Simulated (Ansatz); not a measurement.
## Hf (Im-3m, 1 atom in the cell): Grüneisen parameters

Wanted: mode Grüneisen parameters of Hf (Im-3m, 1 atom in the cell).

Program: Ansatz 0.2.0. Level of theory: DFT LDA, scalar-relativistic, plane waves, norm-conserving pseudopotentials. Results are calculated unless marked as measured.

This is not the structure that Hf takes at ambient pressure and room temperature (hexagonal, No. 194); it is a model or a phase of other conditions.

### 1. Starting point

Symmetry: Im-3m, No. 229, cubic system. Conventional cell: a = 3.429 Å, b = 3.429 Å, c = 3.429 Å, α = 90.00°, β = 90.00°, γ = 90.00°. Nearest to Hf lie 8 Hf at 2.97 Å.

### 2. The dispersion

The cell comes from relaxations at this level that are not shown. Stability and thermal properties need the whole zone. Linear response on a 4×4×4 q mesh gives force constants as far as a supercell of that size would.

input.yaml

```yaml
crystal:
  lattice:
    - [-1.7144954714, 1.7144954714, 1.7144954714]
    - [1.7144954714, -1.7144954714, 1.7144954714]
    - [1.7144954714, 1.7144954714, -1.7144954714]
  atoms:
    - { symbol: Hf, position: [0.0, 0.0, 0.0] }
kpoints:
  mp_grid: { grid: [16, 16, 16] }
hamiltonian:
  xc: lda
  pseudopotentials: { kind: nc }
scf:
  occupations: { method: methfessel_paxton, width: 0.15 }
output:
  eigenvalues: true
phonons:
  method: dfpt
  qmesh: [4, 4, 4]
  temperatures: { t_max: 1000, t_step: 50 }
  qpath:
    path:
      - [[0.0, 0.0, 0.0], [0.5, -0.5, 0.5], [0.0, 0.0, 0.5], [0.0, 0.0, 0.0], [0.25, 0.25, 0.25], [0.5, -0.5, 0.5]]
      - [[0.25, 0.25, 0.25], [0.0, 0.0, 0.5]]
    npoints: 10
```

The run is started by

```console
$ ansatz run input.yaml --threads 4 --pin off --max-ram 7168MiB --backend cpu --events-out ev --progress --plain --runs-dir out
```

Output:

```text
Engine: ansatz 0.2.0, aarch64-unknown-linux-gnu
Pseudopotentials: kind: nc
Pseudopotential: Hf, nc, valence charge 12, recommended cutoff 789.130201 eV (normal), Hf.nc.azcp (PseudoDojo's, or run here from an input of PseudoDojo's: the run reads no file of this project's for it)
Functional definition: SPW92
  exchange = slater_x
  correlation = pw_c
Crystal: 1 atoms, lattice volume = 20.159 Å³
Basis set: ecut = 789.130201 eV, 959 PW (Γ), exchange–correlation on 60×60×60 points (8 copies of the dense FFT grid, shifted against one another)
Bands: 10, of which v1, the nominal top of the filled ones, is band 6 counted from 1 (5 counted from 0)
Symmetry: 48 space group operations
k-points: 145 of 4096
Non-local potential: Hf, projectors of the file, l = 0: 2, l = 1: 2, l = 2: 2, l = 3: 2
Initial density: superposition of atomic densities (chi_scale 0.1, normalization cell)
Initial wavefunctions: pseudopotential atomic-orbital guess
Functional: x = slater, c = lda
SCF iter   1: F=—  HF=-1535.920763 eV  |F-HF|=—  |Δ(HF+E_count)|=         —  Δρ=2.39e-2  dr2=1.48e-1  ethr=3.10e-3  ⟨swp⟩=6.2  Hψ=10587  notcnv=0
preconditioner: auto → none  [metal: Δε(μ)=0.017 eV  Ē_g=6.447 eV  σ=0.150 eV  W_gap=0.10  n_scr=0 (ndim 8)  ℏωp=16.5 eV  f_vac=0.000  D(μ)=1.41/eV (n_scr^D=12)]
SCF iter   2: F=—  HF=-1535.861843 eV  |F-HF|=—  |Δ(HF+E_count)|=   5.89e-2  S|Δr|=    0.00e0  Δρ=7.98e-3  dr2=1.08e-2  ethr=1.23e-3  ⟨swp⟩=2.9  Hψ=3577  notcnv=0  defer=13
SCF iter   3: F=—  HF=-1535.859014 eV  |F-HF|=—  |Δ(HF+E_count)|=   2.83e-3  S|Δr|=    0.00e0  Δρ=2.07e-3  dr2=3.38e-4  ethr=9.04e-5  ⟨swp⟩=2.8  Hψ=2196  notcnv=0  defer=13
SCF iter   4: F=—  HF=-1535.859018 eV  |F-HF|=—  |Δ(HF+E_count)|=   3.97e-6  S|Δr|=    0.00e0  Δρ=1.32e-4  dr2=1.20e-6  ethr=2.82e-6  ⟨swp⟩=2.2  Hψ=1940  notcnv=0  defer=13
SCF iter   5: F=—  HF=-1535.859019 eV  |F-HF|=—  |Δ(HF+E_count)|=   1.32e-6  S|Δr|=    0.00e0  Δρ=1.36e-5  dr2=1.97e-8  ethr=1.00e-8  ⟨swp⟩=3.0  Hψ=2880  notcnv=0  defer=13
SCF iter   6: F=—  HF=-1535.859019 eV  |F-HF|=—  |Δ(HF+E_count)|=   1.54e-9  S|Δr|=    0.00e0  Δρ=2.01e-6  dr2=1.01e-9  ethr=1.64e-10  ⟨swp⟩=2.9  Hψ=2686  notcnv=0  defer=13
SCF iter   7: F=—  HF=-1535.859019 eV  |F-HF|=—  |Δ(HF+E_count)|=  4.57e-10  S|Δr|=    0.00e0  Δρ=2.39e-7  dr2=1.34e-11  ethr=8.41e-12  ⟨swp⟩=2.6  Hψ=2447  notcnv=0  defer=13
SCF iter   8: F=-1535.859019 eV  HF=-1535.859019 eV  |F-HF|=0.00e0  |Δ(HF+E_count)|=  5.91e-12  S|Δr|=    0.00e0  Δρ=2.76e-8  dr2=1.91e-13  ethr=1.00e-12  ⟨swp⟩=9.8  Hψ=9362  notcnv=0
SCF 1 converged in 8 iterations: F = -1535.859019 eV  dr2 = 1.91e-13
NSCF: frozen V_eff on 145 k-points
WARN: eigensolver did not converge in 6 slots of this pass, the one above among them; of largest residual over every band (k=70): 1 band(s) unlocked (lowest unlocked band 9, counted from 0; max residual 4.41e-4 eV among the unlocked bands, 4.41e-4 eV over every band); of lowest unlocked band (k=25): band 9
NSCF: frozen V_eff on 349 k-points
DFPT response loops at q = (0, 0, 0) (fractional): preconditioner auto → Kerker (q_TF=auto, 2.502 Å⁻¹) (partly filled bands, converged f_vac=0.000); β = 1.00, the filter's whole step (`scf.mixing.beta` (0.50) is not read by the response loops under this deck's `scf.mixing.preconditioner`; to damp them name `kerker` or `kerker_dos`, under which they read `scf.mixing.beta`, and type it under 1.00, their step now; both keys bind the ground state too); Broyden in place of MSR1
NSCF: frozen V_eff on 4352 k-points
DFPT response loops at q = (0, 0, 0.25) (fractional): mixed as the last ones told, above
NSCF: frozen V_eff on 2196 k-points
DFPT response loops at q = (0, 0, -0.5) (fractional): mixed as the last ones told, above
NSCF: frozen V_eff on 8192 k-points
DFPT response loops at q = (0, 0.25, 0.25) (fractional): mixed as the last ones told, above
NSCF: frozen V_eff on 1178 k-points
DFPT response loops at q = (0.25, 0.25, 0.25) (fractional): mixed as the last ones told, above
NSCF: frozen V_eff on 2320 k-points
DFPT response loops at q = (0.25, 0.25, -0.25) (fractional): mixed as the last ones told, above
NSCF: frozen V_eff on 4352 k-points
DFPT response loops at q = (0.25, -0.5, -0.5) (fractional): mixed as the last ones told, above
NSCF: frozen V_eff on 698 k-points
DFPT response loops at q = (-0.5, -0.5, -0.5) (fractional): mixed as the last ones told, above
SCF converged after 8 iterations
Stability not checked: this state was not tested for a lower state beside it, because cold or Methfessel-Paxton smearing, or corrected tetrahedra, fill the levels in a way that the test cannot read (fill_not_monotonic; see scf.lower_state_search)
Free energy (F): -1535.859019 eV
Harris-Foulkes:  -1535.859019 eV  (|F-HF|=0.00e0)
Internal energy: -1535.858587 eV  (E = F + TS)
E sigma→0 (E₀):  -1535.858911 eV
Entropy (-TS):   -0.000432 eV (-0.432 meV/atom)
Fermi energy:    15.697506 eV
--- Per-component energies (eV) ---
  E_band       = -120.974578
  E_kinetic    = 398.097578
  E_local      = -695.885478  (includes V_loc(G=0)·N_el)
  E_nonlocal   = 69.038916
  E_hartree    = 179.028376
  E_xc         = -385.795514
  E_vxc        = -250.282356  (∫ρ·V_xc dr)
  E_ewald      = -1100.342465
  E_smearing   = -0.000432  (= −TS)
  E_closure    = 0.000000  (closes the sum)
  Σ components = -1535.859019   (vs F -1535.859019, Δ=0.00e0)
--- Band table (eV; the first three rows and the last of 145) ---
  k-point 0: bands = ["-45.5453", "-13.6800", "-13.6800", "-13.6800", "8.3594", "17.2207", "17.2207", "17.2207", "20.3323", "20.3323"]
  k-point 1: bands = ["-45.5412", "-13.7285", "-13.6946", "-13.6803", "8.5243", "17.1044", "17.1799", "17.3847", "20.1360", "20.3297"]
  k-point 2: bands = ["-45.5294", "-13.8644", "-13.7362", "-13.6812", "8.9981", "16.7932", "17.0030", "17.8708", "19.7830", "20.3362"]
  k-point 144: bands = ["-45.3556", "-14.4832", "-14.4832", "-14.4832", "12.6512", "12.6512", "23.2352", "23.2352", "23.2352", "23.8393"]
--- Phonons (Γ-DFPT): 1 representative perturbation + reference (Σ response iterations 2) ---
  ASR residual: 7.403e-5 → 0.000e0 eV/Å²; symmetrization residual: 4.066e-20 eV/Å²
  ASR residual per site (eV/Å²): 7.40e-5
  Γ frequencies (cm⁻¹): 0.00 0.00 0.00
--- Phonons (arbitrary-q DFPT): 8 irreducible q on the 4×4×4 mesh ---
  q = [0.0000, 0.0000, 0.0000] (star 1, of the zone-centre solve; hermiticity 2.39e-24, symmetrization 9.15e-16): -0.00 -0.00 -0.00
  q = [0.0000, 0.0000, 0.2500] (star 12, 2 solved perturbations in 3336 linear systems a pass and spin channel, the states on 2176 of 4096 k-point pairs; hermiticity 8.06e-14, symmetrization 4.93e-14, the responses' own estimated error 3.4e-4 eV/Å²): -41.74 54.21 94.25
  q = [0.0000, 0.0000, -0.5000] (star 6, 2 solved perturbations in 1719 linear systems a pass and spin channel, the states on 1098 of 4096 k-point pairs; hermiticity 3.11e-14, symmetrization 1.31e-13, the responses' own estimated error 3.8e-4 eV/Å²): -85.24 82.00 85.52
  q = [0.0000, 0.2500, 0.2500] (star 24, 2 solved perturbations in 6272 linear systems a pass and spin channel, the states on 4096 of 4096 k-point pairs; hermiticity 1.28e-5, symmetrization 6.79e-14, the responses' own estimated error 3.2e-4 eV/Å²): -53.64 58.06 110.36
  q = [0.2500, 0.2500, 0.2500] (star 2, 1 solved perturbation on 589 of 4096 k-point pairs; hermiticity 3.56e-13, symmetrization 3.56e-12, the responses' own estimated error 3.5e-4 eV/Å²): -27.98 -27.98 -27.98
  q = [0.2500, 0.2500, -0.2500] (star 6, 2 solved perturbations in 1808 linear systems a pass and spin channel, the states on 1160 of 4096 k-point pairs; hermiticity 3.22e-13, symmetrization 1.07e-13, the responses' own estimated error 4.0e-4 eV/Å²): 71.47 87.26 87.26
  q = [0.2500, -0.5000, -0.5000] (star 12, 2 solved perturbations in 3336 linear systems a pass and spin channel, the states on 2176 of 4096 k-point pairs; hermiticity 8.08e-14, symmetrization 1.96e-14, the responses' own estimated error 4.2e-4 eV/Å²): 97.35 116.27 118.15
  q = [-0.5000, -0.5000, -0.5000] (star 1, 1 solved perturbation on 349 of 4096 k-point pairs; hermiticity 1.32e-14, symmetrization 3.58e-14, the responses' own estimated error 3.2e-4 eV/Å²): 140.83 140.83 140.83
  sum rule: each row above includes the acoustic sum rule's correction from the zone centre's row sums; it moved no ω² by more than (0.34 cm⁻¹)²
  mesh force constants: q→R imaginary residual 0.00e0; ASR residual 7.403e-5 → 0.000e0 eV/Å²; symmetrization residual 3.109e-15 eV/Å²
  interpolated dispersion: 62 rows × 3 modes
  density of states and harmonic sums: on the 28×28×28 q-mesh, interpolated from the force constants of a 4×4×4 supercell (no non-analytic term)
  largest difference from the sums on the solved wave vectors: F 4.73e-2 eV, S 5.89e-5 and C_V 1.20e-5 eV/K
  zero-point energy: 0.012358 eV/cell   skipped modes (ω ≤ 0): 408, of them read as no rigid motion or as one in doubt: 405 (6.620e-1 modes/cell left out, lowest -85.27 cm⁻¹)   left out of the sums: 2.21e-1 of the cell's modes: C_V's classical limit lies that fraction below 3 k_B per atom; for a crystal, a wire or a layer, F and S can be off by more, and a phonons.interpolated_qmesh denser along its periods is the remedy for the sampling
```

Run time: 4.6 min. Hardware: 4 threads of Arm Neoverse N1, shared host; peak memory 4 GiB; 12 min of CPU time.

This step gave:

- volume per atom: 20.16 Å³
- gap on the k-mesh: 0 eV
- sum-rule residual before enforcement: 7.40e-5 eV/Å²
- lowest frequency on the path: -85.27 cm⁻¹
- highest frequency on the path or at a solved wavevector: 140.8 cm⁻¹
- lowest mode on the q mesh (acoustic modes at Γ apart): -85.24 cm⁻¹

Frequencies (cm⁻¹) solved at each irreducible wavevector; negative means imaginary. Frequencies by wavevector, by row:

```tsv
q in reciprocal lattice units	star	mode 1	mode 2	mode 3
0 0 0	1	0	0	0
0 0 0.25	12	-41.7	54.2	94.2
0 0 -0.5	6	-85.2	82	85.5
0 0.25 0.25	24	-53.6	58.1	110.4
0.25 0.25 0.25	2	-28	-28	-28
0.25 0.25 -0.25	6	71.5	87.3	87.3
0.25 -0.5 -0.5	12	97.3	116.3	118.2
-0.5 -0.5 -0.5	1	140.8	140.8	140.8
```

Symmetry leaves 8 wavevectors to solve. The lowest mode among them, the acoustic zeros apart, lies at q = (0, 0, -0.5) and is imaginary, 85.2i cm⁻¹, so the energy falls along it.

### 3. Relaxing at another volume, volume ratio 0.97

The volume is scaled by 0.97 and held; symmetry leaves nothing to relax, so this is a single point. The modes can then be followed against volume.

input.yaml, the sections that differ from step 2:

```yaml
crystal:
  lattice:
    - [-1.6971761512, 1.6971761512, 1.6971761512]
    - [1.6971761512, -1.6971761512, 1.6971761512]
    - [1.6971761512, 1.6971761512, -1.6971761512]
  atoms:
    - { symbol: Hf, position: [0.0, 0.0, 0.0] }
output:
  forces: true
  stress: true
  eigenvalues: true
# kpoints, hamiltonian, scf: as in step 2
# phonons: removed
```

Output:

```text
[...]
Crystal: 1 atoms, lattice volume = 19.554 Å³
Basis set: ecut = 789.130201 eV, 959 PW (Γ)
Bands: 10, of which v1, the nominal top of the filled ones, is band 6 counted from 1 (5 counted from 0)
Symmetry: 48 space group operations
[...]
k-points: 145 of 4096
[...]
Internal energy: -1535.851123 eV  (E = F + TS)
E sigma→0 (E₀):  -1535.852046 eV
Entropy (-TS):   -0.001230 eV (-1.230 meV/atom)
Fermi energy:    16.242643 eV
[...]
--- Stress (GPa, compression-positive) ---
        3.605071       0.000000      -0.000000
       -0.000000       3.605071       0.000000
        0.000000      -0.000000       3.605071
  P = ⅓ Tr σ = 3.6051 GPa (36.051 kbar)
--- Band table (eV; the first three rows and the last of 145) ---
[...]
[key lines of the parts left out:]
SCF converged after 6 iterations
Free energy (F): -1535.852353 eV
```

Elapsed: 3.3 s, on 4 threads; peak memory 0.31 GiB.

Numbers from this step:

```
pressure        : 3.605 GPa
volume per atom : 19.55 Å³
```

The run ends at a pressure of 3.61 GPa.

### 4. Phonons at the other volume, volume ratio 0.97

The phonons are repeated at this volume on the same k and q meshes.

input.yaml, the sections that differ from step 3:

```yaml
output:
  eigenvalues: true
phonons:
  method: dfpt
  qmesh: [4, 4, 4]
  temperatures: { t_max: 1000, t_step: 50 }
  qpath:
    path:
      - [[0.0, 0.0, 0.0], [0.5, -0.5, 0.5], [0.0, 0.0, 0.5], [0.0, 0.0, 0.0], [0.25, 0.25, 0.25], [0.5, -0.5, 0.5]]
      - [[0.25, 0.25, 0.25], [0.0, 0.0, 0.5]]
    npoints: 10
# crystal, kpoints, hamiltonian, scf: as in step 3
```

Output:

```text
[...]
Crystal: 1 atoms, lattice volume = 19.554 Å³
Basis set: ecut = 789.130201 eV, 959 PW (Γ), exchange–correlation on 54×54×54 points (8 copies of the dense FFT grid, shifted against one another)
Bands: 10, of which v1, the nominal top of the filled ones, is band 6 counted from 1 (5 counted from 0)
Symmetry: 48 space group operations
k-points: 145 of 4096
[...]
SCF iter   1: F=—  HF=-1535.910009 eV  |F-HF|=—  |Δ(HF+E_count)|=         —  Δρ=2.35e-2  dr2=1.36e-1  ethr=3.10e-3  ⟨swp⟩=6.2  Hψ=10663  notcnv=0
[...]
SCF iter   7: F=-1535.852353 eV  HF=-1535.852353 eV  |F-HF|=5.68e-12  |Δ(HF+E_count)|=  1.53e-10  S|Δr|=    0.00e0  Δρ=2.30e-7  dr2=7.61e-12  ethr=1.00e-12  ⟨swp⟩=8.9  Hψ=11224  notcnv=0
SCF 1 converged in 7 iterations: F = -1535.852353 eV  dr2 = 7.61e-12
NSCF: frozen V_eff on 145 k-points
[...]
SCF converged after 7 iterations
[...]
Free energy (F): -1535.852353 eV
[...]
Internal energy: -1535.851123 eV  (E = F + TS)
E sigma→0 (E₀):  -1535.852046 eV
Entropy (-TS):   -0.001230 eV (-1.230 meV/atom)
Fermi energy:    16.242637 eV
[...]
--- Band table (eV; the first three rows and the last of 145) ---
[...]
ASR residual: 2.013e-4 → 0.000e0 eV/Å²; symmetrization residual: 8.132e-20 eV/Å²
  ASR residual per site (eV/Å²): 2.01e-4
  Γ frequencies (cm⁻¹): 0.00 0.00 0.00
--- Phonons (arbitrary-q DFPT): 8 irreducible q on the 4×4×4 mesh ---
[...]
interpolated dispersion: 62 rows × 3 modes
[...]
```

It took 4.5 min on 4 threads; peak memory 4 GiB; 12 min of CPU time.

Numbers from this step:

- sum-rule residual before enforcement: 2.01e-4 eV/Å²
- lowest frequency on the path: -83.20 cm⁻¹
- highest frequency on the path or at a solved wavevector: 145.7 cm⁻¹
- lowest mode on the q mesh (acoustic modes at Γ apart): -83.2 cm⁻¹

Frequencies (cm⁻¹) solved at each irreducible wavevector; negative means imaginary. Frequencies by wavevector, by row:

```tsv
q in reciprocal lattice units	star	mode 1	mode 2	mode 3
0 0 0	1	0	0	0
0 0 0.25	12	-40.5	54	100.2
0 0 -0.5	6	-83.2	80.9	90.8
0 0.25 0.25	24	-51	63.4	115.3
0.25 0.25 0.25	2	10.2	10.2	10.2
0.25 0.25 -0.25	6	76.1	88.2	88.2
0.25 -0.5 -0.5	12	100.4	119.1	123.7
-0.5 -0.5 -0.5	1	145.7	145.7	145.7
```

The highest frequency on the path or at a solved wavevector is 145.7 cm⁻¹, +4.9 cm⁻¹ against the base run.

(Continued in part 2 of 2.)

[Logs are printed without paths, hosts, clocks, repeated set-up lines and the standing remarks that a program may print on its own settings, such as how far it seeks lower states.]

[Hosts, paths, dates, database ids (printed as entryN), source tags and the programs' standing remarks are cut or masked in the printed files.]
